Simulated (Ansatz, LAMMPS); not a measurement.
# Structural relaxation of amorphous polythiophene with methane (capped chains of 7 units), from a frame at 300 K (258 atoms), part 2 of 2

Wanted: the relaxed structure of amorphous polythiophene with methane (capped chains of 7 units), from a frame at 300 K (258 atoms) and its electronic structure.

Ansatz 0.2.0; Kohn-Sham DFT, PBE+D4, PAW (set soft_2), plane waves.

The cell: 126 C, 28 S and 104 H. The network of contacts between molecules at the start is that of the classical potential that made the cell. Sampling is at Γ alone, for a cell whose shortest periodic width is 15 Å.

So far. Step 4 (Cell and atoms relaxed): The relaxation changed the energy by -38.4 meV/atom, and atoms moved by 0.72 Å r.m.s., 2.5 Å at most.

## 6. Single point at the relaxed geometry

One more single point at the end of the walk gives the fuller output and checks the residual forces.

File input.yaml:

```yaml
crystal:
  lattice:
    - [14.58158, 0.47764, -0.56626]
    - [0.47764, 14.88875, 0.26576]
    - [-0.56626, 0.26576, 14.66917]
  atoms:
    - { symbol: C, position: [0.04586, 0.00648, 0.86227] }
    - { symbol: C, position: [0.11854, 0.96941, 0.9328] }
    - { symbol: C, position: [0.12136, 0.88969, 0.98357] }
    - { symbol: C, position: [0.20267, 0.87251, 0.04192] }
    - { symbol: C, position: [0.26354, 0.9396, 0.03654] }
    - { symbol: S, position: [0.21765, 0.02461, 0.95855] }
    - { symbol: C, position: [0.35413, 0.94412, 0.08144] }
    - { symbol: C, position: [0.40371, 0.01847, 0.10042] }
    - { symbol: C, position: [0.49219, 0.99672, 0.14377] }
    - { symbol: C, position: [0.51278, 0.90504, 0.15904] }
    - { symbol: S, position: [0.42021, 0.8459, 0.11717] }
    - { symbol: C, position: [0.59713, 0.85758, 0.19506] }
    - { symbol: C, position: [0.61401, 0.76706, 0.22073] }
    - { symbol: C, position: [0.70726, 0.74155, 0.24477] }
    - { symbol: C, position: [0.7641, 0.81245, 0.23909] }
    - { symbol: S, position: [0.69973, 0.91107, 0.20178] }
    - { symbol: C, position: [0.86219, 0.81191, 0.2565] }
    - { symbol: C, position: [0.92855, 0.74075, 0.2546] }
    - { symbol: C, position: [0.01946, 0.76692, 0.26582] }
    - { symbol: C, position: [0.02532, 0.85881, 0.27663] }
    - { symbol: S, position: [0.91533, 0.91143, 0.2768] }
    - { symbol: C, position: [0.10534, 0.90969, 0.28313] }
    - { symbol: C, position: [0.19716, 0.88092, 0.27726] }
    - { symbol: C, position: [0.25729, 0.95073, 0.28422] }
    - { symbol: C, position: [0.21318, 0.03454, 0.29557] }
    - { symbol: S, position: [0.09531, 0.02496, 0.29802] }
    - { symbol: C, position: [0.24964, 0.12097, 0.30488] }
    - { symbol: C, position: [0.20326, 0.20287, 0.31994] }
    - { symbol: C, position: [0.26019, 0.2755, 0.32351] }
    - { symbol: C, position: [0.35159, 0.25109, 0.31097] }
    - { symbol: S, position: [0.36598, 0.13602, 0.2954] }
    - { symbol: C, position: [0.42769, 0.30722, 0.30698] }
    [... 220 atom lines left out ...]
    - { symbol: H, position: [0.52648, 0.67443, 0.01152] }
    - { symbol: C, position: [0.98248, 0.41977, 0.19989] }
    - { symbol: H, position: [0.0186, 0.44666, 0.14341] }
    - { symbol: H, position: [0.0304, 0.37469, 0.24368] }
    - { symbol: H, position: [0.92532, 0.38223, 0.17234] }
    - { symbol: H, position: [0.95595, 0.47484, 0.24001] }
kpoints:
  mp_grid: { grid: [1, 1, 1] }
hamiltonian:
  xc: pbe
  dispersion: d4
scf:
  occupations: { method: fixed }
output:
  forces: true
  stress: true
  populations: true
  dos:
    method: { smearing: { sigma: 0.08 } }
    de: 0.1
    projected: { site_lists: { C: [C], H: [H], S: [S] } }
  eigenvalues: true
  write_density: true
  write_potential: true
  volumetric_format: npy
```

The run is started by

```bash
> ansatz run input.yaml --threads 4 --pin off --max-ram 8192MiB --backend cpu --events-out ev --progress --plain --runs-dir out
```

The job ended after 33 s (4 threads of AMD EPYC 9R45, shared host; peak memory 4.9 GiB; 2.1 min of CPU time).

The program notes that the exchange-correlation potential is rough where the density is thin.

The run gave:

* free energy: -58542.7550 eV
* free energy per atom: -226.9099 eV/atom
* SCF cycles: 11
* pressure: 0.003942 GPa
* r.m.s. force component: 0.00514 eV/Å
* longest force: 0.06856 eV/Å
* Fermi energy: 1.937 eV
* gap (highest filled to lowest empty level): 1.344 eV
* spilling of the projection: 0.01236

Löwdin charges by element and coordination (they lack the spilled electrons, 0.037 e an atom on average):

| element | coordination | atoms | mean charge (e) | spread | least | most |
| --- | --- | --- | --- | --- | --- | --- |
| C | all | 126 | -0.174 | 0.135 | -0.653 | -0.0756 |
| C | 3 | 112 | -0.129 | 0.0281 | -0.172 | -0.0756 |
| C | 4 | 14 | -0.536 | 0.0977 | -0.653 | -0.448 |
| H | all | 104 | 0.198 | 0.0069 | 0.179 | 0.212 |
| S | all | 28 | 0.392 | 0.011 | 0.372 | 0.414 |

Density of states as counts of states in windows of 1 eV (from the Fermi level), total and the larger projections:

| from (eV) | to (eV) | total | C p | S p | H s | C s |
| --- | --- | --- | --- | --- | --- | --- |
| -14 | -13 | 34.1 | 9.9 | 0.5 | 2.4 | 12.6 |
| -13 | -12 | 33.0 | 7.7 | 0.5 | 7.6 | 15.4 |
| -12 | -11 | 9.4 | 5.0 | 0.1 | 0.6 | 2.9 |
| -11 | -10 | 28.6 | 15.4 | 1.3 | 2.8 | 7.5 |
| -10 | -9 | 32.4 | 16.7 | 3.3 | 4.0 | 6.1 |
| -9 | -8 | 60.4 | 31.9 | 7.2 | 8.4 | 6.8 |
| -8 | -7 | 21.5 | 13.6 | 2.5 | 2.7 | 2.0 |
| -7 | -6 | 62.5 | 43.4 | 6.0 | 9.2 | 1.8 |
| -6 | -5 | 121.3 | 84.5 | 10.9 | 21.1 | 1.8 |
| -5 | -4 | 105.9 | 60.2 | 26.3 | 15.6 | 0.8 |
| -4 | -3 | 36.0 | 16.1 | 15.4 | 1.9 | 0.5 |
| -3 | -2 | 45.9 | 28.4 | 16.8 | 0.3 | 0.1 |
| -2 | -1 | 39.1 | 23.4 | 15.0 | 0.4 | 0.0 |
| -1 | 0 | 18.1 | 16.6 | 1.0 | 0.3 | 0.0 |
| 0 | 1 | 0.7 | 0.6 | 0.0 | 0.0 | 0.0 |
| 1 | 2 | 14.4 | 10.6 | 3.1 | 0.2 | 0.1 |
| 2 | 3 | 26.0 | 16.0 | 5.8 | 0.7 | 1.1 |
| 3 | 4 | 57.2 | 24.8 | 13.6 | 4.0 | 4.7 |
| 4 | 5 | 78.8 | 32.3 | 9.3 | 8.8 | 6.3 |

The curve was stored every 0.100 eV, coarse against its broadening of 0.08 eV, so these counts are rough.

With fixed occupations the program's Fermi level is the highest filled level; weight inside the gap is the broadening of levels at its edges.

Between -19 and -14 eV lie 127 more states.

The levels nearest the highest filled one (over half full), pooled over k-points and spins:

| level less the highest filled one (eV) | occupation |
| --- | --- |
| -0.444 | 2 |
| -0.375 | 2 |
| -0.225 | 2 |
| -0.137 | 2 |
| -0.0982 | 2 |
| 0 | 2 |
| 1.34 | 0 |
| 1.36 | 0 |
| 1.38 | 0 |
| 1.60 | 0 |
| 1.77 | 0 |
| 1.84 | 0 |

Electrostatic potential energy in the bc plane at fractional x = 0.250, with atoms of C and S and H within 0.2 Å of it. With pseudopotentials it is smooth inside the atoms' cores, unlike the true potential.

Ten even steps from '0' (-38 eV) to '9' (7 eV), each cell a mean:
```
1116999999999998632368999995002899999999885
4347999999999999501017999997213899999999997
9899999999999999842248999999888999999999999
9999999999999999998899999999999999996489999
9999999999999999999999999999999999997335889
9999999999999999999999999999999999997100557
9999999999999999999999999999999999998645889
9999999999999999999999999999999999999999999
9999998347789999899999999999999999999999999
9999999650017899999999998788899999999999999
9999999972037999999999986243389999999986678
9999999973789999999999987557899999999873258
9999999998999999999999866789999999999998789
9999999999999999999999875679999999999999999
9999999999988899999999961017899999999999999
8778534766510243899999972137899999999999888
5225000466621277999999877788999999888776001
7678756899988899999999877766899999878876213
9999999999999999999999987301489999999999889
9999999999999977999999998411589999999999999
9999999999999976789999999721379999999999999
9999999999999984148999999710179999878888779
8999999999999984148999999975478999988553115
5568999999999984137899999997668999999775224
```
Columns run along b (14.9 Å; values clipped at the 3rd and 97th percentile), rows up along c (14.7 Å). Atoms in or near the plane, at fractional coordinates: C at (0.94, 0.04), C at (0.95, 0.28), C at (0.12, 0.30), C at (0.28, 0.32), C at (0.23, 0.58), S at (0.43, 0.92), H at (0.17, 0.62), C at (0.67, 0.95), C at (0.63, 0.11), C at (0.61, 0.20), C at (0.58, 0.37), H at (0.64, 0.55), C at (0.89, 0.76), H at (0.85, 0.83).

Valence density in the bc plane at fractional x = 0.250, with atoms of C and S and H within 0.2 Å of it. It is the smooth field of the valence electrons, not physical close to the nuclei.

Ten even steps from '0' (0.0 e/Å³) to '9' (1.9 e/Å³), each cell a mean:
```
5453100000000002465431000014896200000001124
4442100000000001353452000013685200000000012
1110000000000000245541000000122100000000000
0000000000000000011100000000000000002420000
0000000000000000000000000000000000013774320
0000000000000000000000000000000000003798652
0000000000000000000000000000000000002554210
0000000000000000010000000000000000000110000
0000001453321000110000000000000000000000000
0000001368873100000000011222100000000000000
0000000147863100000000013567510000000024421
0000000036410000000000124443100000000137951
0000000000000000000000134210000000000012321
0000000000000000000000135421000000000000000
0000001111122111000000137874100000000000000
2223455444677775100000136874210000000011122
7656899744577642000000122221110000012236888
4332343211111100000000123333210000122235776
1000000000000000000000013688520000000001111
0000000000000012100000001489510000000000000
0000000000000024420000001379620000000000000
0000000000000025752000000279841000122222321
2100000000000027973100000136641000013458874
5321000000000025763100000013552100001246776
```
Columns run along b (14.9 Å), rows up along c (14.7 Å). Atoms in or near the plane, at fractional coordinates: C at (0.94, 0.04), C at (0.95, 0.28), C at (0.12, 0.30), C at (0.28, 0.32), C at (0.23, 0.58), S at (0.43, 0.92), H at (0.17, 0.62), C at (0.67, 0.95), C at (0.63, 0.11), C at (0.61, 0.20), C at (0.58, 0.37), H at (0.64, 0.55), C at (0.89, 0.76), H at (0.85, 0.83).

Mean Löwdin charges: C -0.17, H +0.20, S +0.39 e (they miss 1.2 % of the electrons, so they add up to more than the cell's charge). The largest share in the top eV of filled states is C p (93 % of the projected weight), and in the lowest eV of empty states C p (77 % of the projected weight).

The surroundings of S36, one of the 28 S atoms, nearest first, numbered as they follow in the input and with coordinates relative to it.

| atom | x | y | z | distance (Å) | bonds | Löwdin charge (e) |
| --- | --- | --- | --- | --- | --- | --- |
| S36 | 0.00 | 0.00 | 0.00 | 0.00 | 2 | 0.41 |
| C35 | 1.68 | 0.31 | -0.28 | 1.73 | 3 | -0.09 |
| C32 | 0.21 | -1.72 | -0.12 | 1.74 | 3 | -0.12 |
| C34 | 2.37 | -0.87 | -0.43 | 2.56 | 3 | -0.17 |
| C33 | 1.55 | -2.02 | -0.34 | 2.57 | 3 | -0.17 |
| C30 | -0.93 | -2.59 | -0.03 | 2.75 | 3 | -0.11 |
| C37 | 2.18 | 1.71 | -0.40 | 2.80 | 4 | -0.45 |
| H52 | -2.59 | -1.25 | 0.41 | 2.90 | 1 | 0.20 |
| H111 | 0.37 | -0.19 | -2.92 | 2.95 | 1 | 0.19 |
| H57 | 1.93 | 2.32 | 0.48 | 3.06 | 1 | 0.20 |
| H56 | 1.76 | 2.21 | -1.28 | 3.10 | 1 | 0.19 |
| C29 | -2.26 | -2.27 | 0.21 | 3.21 | 3 | -0.16 |
| H110 | -1.90 | -1.34 | -2.22 | 3.21 | 1 | 0.20 |

The column of bonds counts only the pairs C-C within 1.82 Å, C-H within 1.34 Å, C-S within 2.12 Å; other neighbours, such as metal atoms beside each other in a compound, aren't counted, and periodic images can show an atom twice.

## 7. What came out

```json
{"energy change in the relaxation": "-38.45 meV/atom", "r.m.s. displacement": "0.716 Å", "largest displacement": "2.493 Å", "free energy per atom": "-226.9099 eV/atom", "pressure": "0.003942 GPa", "r.m.s. force component": "0.00514 eV/Å", "gap (highest filled to lowest empty level)": "1.344 eV", "wall time of the 3 DFT runs": "17 min"}
```

In words: Relaxation lowers the energy by 38.4 meV/atom and moves atoms by 0.72 Å r.m.s.; the r.m.s. force component goes from 0.86 to 0.0051 eV/Å, the pressure goes from 2.1 to 0.0039 GPa. Displacements are taken in the final cell, so they leave out its strain. By the final cutoffs no bond was broken or made. The cell shrank by 5.9 % in volume. First to last step the energy falls by 9.920 eV, across changes of basis; the largest move, 2.49 Å, is that of H247. The C-S bonds change most in mean length: from 1.727 Å (spread 0.029) to 1.739 Å (spread 0.004). By these cutoffs 89 % of C atoms have 3, all H atoms have 1 and all S atoms have 2 bonded neighbours. Between filled and empty levels lie 1.34 eV (at Γ alone); a semilocal functional tends to put such gaps too low. It is the spacing of short capped chains, not of the long polymer. In a disordered cell it changes from sample to sample, and tail or defect levels can set it.

**Limits.** The network of contacts between molecules at the start is that of the classical potential that made the cell; in DFT atoms moved by 0.72 Å r.m.s.

[Logs are printed without paths, hosts, clocks, repeated set-up lines and the standing remarks that a program may print on its own settings, such as how far it seeks lower states.]

[Hosts, paths, dates, database ids (printed as entryN), source tags and the programs' standing remarks are cut or masked in the printed files.]
